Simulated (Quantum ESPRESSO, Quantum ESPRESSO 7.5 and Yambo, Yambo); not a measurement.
# SiO2 (Quartz): G0W0 on several meshes in Yambo

Aim: the GW shift of SiO2 (Quartz) against the k mesh.

Method: LDA and many-body steps on it, plane waves, in Quantum ESPRESSO 7.5 and Yambo 5.3.0.

Most raw output is cut from this account.

## Step 1: Set-up

Symmetry: P3_121, No. 152, trigonal system. The conventional cell has a = 4.916 Å, b = 4.916 Å, c = 5.409 Å, α = 90.00°, β = 90.00°, γ = 120.00°. Nearest to Si lie 4 O at 1.61 Å. Nearest to O lie 2 Si at 1.61 Å. Farther neighbours and most contacts between anions are not listed.

The cell and positions come from the Crystallography Open Database and are kept as given unless a step says otherwise.

## Step 2: Empty states on the mesh, 3×3×1 mesh, 143 bands

This step: Quantum ESPRESSO 7.5; DFT, LDA, plane waves, norm-conserving pseudopotentials.

The sums over transitions need many empty states on a uniform mesh; this step solves for them.

pw.in

```
&control
  calculation = 'nscf'
  prefix = 'x'
  outdir = 'o'
  pseudo_dir = 'pseudo'
/
&system
  ibrav = 0
  nat = 9
  ntyp = 2
  ecutwfc = 72.0
  nbnd = 143
  force_symmorphic = .true.
/
&electrons
  conv_thr = 1e-9
  electron_maxstep = 80
  diago_full_acc = .true.
  diago_thr_init = 5e-6
/
ATOMIC_SPECIES
  Si 28.085 Si.upf
  O 15.999 O.upf
CELL_PARAMETERS angstrom
  4.9158000000 0.0000000000 0.0000000000
  -2.4579000000 4.2572076799 0.0000000000
  0.0000000000 0.0000000000 5.4091000000
ATOMIC_POSITIONS crystal
  Si 0.5303000000 0.0000000000 0.3333333333
  Si 0.0000000000 0.5303000000 0.6666666667
  Si 0.4697000000 0.4697000000 0.0000000000
  O 0.1462000000 0.4142000000 0.8810000000
  O 0.5858000000 0.7320000000 0.2143333333
  O 0.2680000000 0.8538000000 0.5476666667
  O 0.4142000000 0.1462000000 0.1190000000
  O 0.7320000000 0.5858000000 0.7856666667
  O 0.8538000000 0.2680000000 0.4523333333
K_POINTS automatic
  3 3 1 0 0 0
```

Command:

```console
$ OMP_NUM_THREADS=1 mpirun -n 8 pw.x -nk 4 -in pw.in > pw.out
```

It took 7.4 s on 8 MPI ranks of Arm Neoverse V1, shared host; peak memory 0.82 GiB.

This step gave:

| Property | Result |
| --- | --- |
| gap | 5.801 eV |
| k of the valence top | 0.3333, 0.3333, 0 |
| k of the conduction bottom | 0, 0, 0 |
| least direct gap | 6.126 eV |
| k points computed | 4 |
| lowest point of the top converged band, above the valence top | 55.5517 eV |

On this mesh the gap is 5.801 eV.

The density comes from a self-consistent run that is not shown.

## Step 3: Conversion and set-up

This step: Yambo 5.3.0; conversion and set-up on LDA, plane waves, norm-conserving pseudopotentials.

The states are converted to the many-body program's format and the q mesh is built.

Command:

```console
$ (cd o/x.save; p2y > p2y.log; mv SAVE ../..); yambo > setup.log
```

Wall time 2.1 s (1 MPI rank); peak memory 0.24 GiB.

## Step 4: 3×3×1

Now the one-shot GW correction: screening in the RPA, then the self-energy of the levels asked for.

This step: G0W0 on LDA, plane waves, norm-conserving pseudopotentials.

gw13.in

```
HF_and_locXC
gw0
dyson
ppa
em1d
rim_cut
RandQpts= 1000000
RandGvec= 1 RL
EXXRLvcs= 72 Ry
VXCRLvcs= 288 Ry
Chimod= "HARTREE"
% BndsRnXp
 1 | 143 |
%
NGsBlkXp= 9 Ry
% LongDrXp
 1 | 1 | 1 |
%
% GbndRnge
 1 | 143 |
%
DysSolver= "n"
ExtendOut
PPAPntXp= 27.21138 eV
% QPkrange
 3 | 3 | 23 | 26 |
 1 | 1 | 23 | 26 |
%
```

Command:

```console
$ OMP_NUM_THREADS=2 mpirun -n 4 yambo -F gw13.in -J gw13 -C gw13 > gw13.log
```

Wall time 25 s (4 MPI ranks); peak memory 1.5 GiB.

Numbers from this step:

```
G0W0 gap on the points computed              : 8.698 eV
starting gap on the mesh                     : 5.801 eV
k of the valence top                         : 0.3333, 0.3333, 0
k of the conduction bottom                   : 0, 0, 0
least direct G0W0 gap on the computed points : 9.083 eV
Z at the valence top                         : 0.8180
Z at the conduction bottom                   : 0.8694
```

The gap on the mesh goes from 5.80 eV to 8.70 eV, a correction of +2.90 eV.

## Step 5: Empty states on the mesh, 3×3×4 mesh, 143 bands

This step: Quantum ESPRESSO 7.5; DFT, LDA, plane waves, norm-conserving pseudopotentials.

Edit pw.in of step 2 so:

```diff
@@ -38,2 +38,2 @@
 K_POINTS automatic
-  3 3 1 0 0 0
+  3 3 4 0 0 0
```

Command:

```console
$ OMP_NUM_THREADS=1 mpirun -n 8 pw.x -nk 4 -in pw.in > pw.out
```

Wall time 30 s (8 MPI ranks); peak memory 0.82 GiB.

Numbers from this step:

```
gap                                                           : 5.801 eV
k of the valence top                                          : 0.3333, 0.3333, 0
k of the conduction bottom                                    : 0, 0, 0
least direct gap                                              : 6.126 eV
k points computed                                             : 14
lowest point of the top converged band, above the valence top : 55.2529 eV
```

On this mesh the gap is 5.801 eV.

## Step 6: Conversion and set-up

This step: Yambo 5.3.0; conversion and set-up on LDA, plane waves, norm-conserving pseudopotentials.

Command:

```console
$ (cd o/x.save; p2y > p2y.log; mv SAVE ../..); yambo > setup.log
```

It took 2.7 s on 1 MPI rank; peak memory 0.25 GiB.

## Step 7: 3×3×4

This step: G0W0 on LDA, plane waves, norm-conserving pseudopotentials.

gw14.in, as its differences from gw13.in of step 4:

```diff
@@ -25,3 +25,3 @@
 % QPkrange
- 3 | 3 | 23 | 26 |
+ 7 | 7 | 23 | 26 |
  1 | 1 | 23 | 26 |
```

Command:

```console
$ OMP_NUM_THREADS=2 mpirun -n 4 yambo -F gw14.in -J gw14 -C gw14 > gw14.log
```

Wall time 4 min (4 MPI ranks); peak memory 3.2 GiB; 30 min of CPU time.

This step gave:

```
G0W0 gap on the points computed              : 8.764 eV
starting gap on the mesh                     : 5.801 eV
k of the valence top                         : 0.3333, 0.3333, 0
k of the conduction bottom                   : 0, 0, 0
least direct G0W0 gap on the computed points : 9.143 eV
Z at the valence top                         : 0.8182
Z at the conduction bottom                   : 0.8703
```

Against G0W0 in Yambo (3×3×1 mesh, 143 bands, screening to 122.5 eV, Godby-Needs plasmon pole), the gap moves by +0.066 eV.

## Step 8: The runs together

Times are wall times on 4 MPI ranks of Arm Neoverse V1, shared host, good to a factor of about two.

```csv
run,mesh,bands,screening cutoff (eV),DFT gap (eV),gap on the mesh (eV),direct (eV),time
3×3×1,3×3×1,143,122.5,5.801,8.698,9.083,25 s
3×3×4,3×3×4,143,122.5,5.801,8.764,9.143,4 min
```

## Step 9: Results

```yaml
3x3x1: 8.698 eV
3x3x4: 8.764 eV
known_limits: not at the basis limit; coarse k mesh
```

What this shows: 3×3×4: +0.066 eV against 3×3×1. Bands and cutoff are finite, so the gap is not at the basis limit. The miss can reach some tenths of an eV and take either sign; the mesh is an error of its own. In the G0W0 runs levels were corrected at 2 k points alone, so a gap called «on the mesh» is the least over those, and an edge elsewhere would be missed. The 3×3×1 mesh is coarse for this cell, which bears on the long-range parts of exchange and screening.

[Paths, hosts, dates, memory and timing lines, banners, echoed tables and standing remarks are left out of the program output.]

[Logs are printed without paths, hosts, clocks, repeated set-up lines and the standing remarks that a program may print on its own settings, such as how far it seeks lower states.]

[Runs of the session that timed out or met a known fault of the program may be left out.]

[Hosts, paths, dates, database ids (printed as entryN), source tags and the programs' standing remarks are cut or masked in the printed files.]
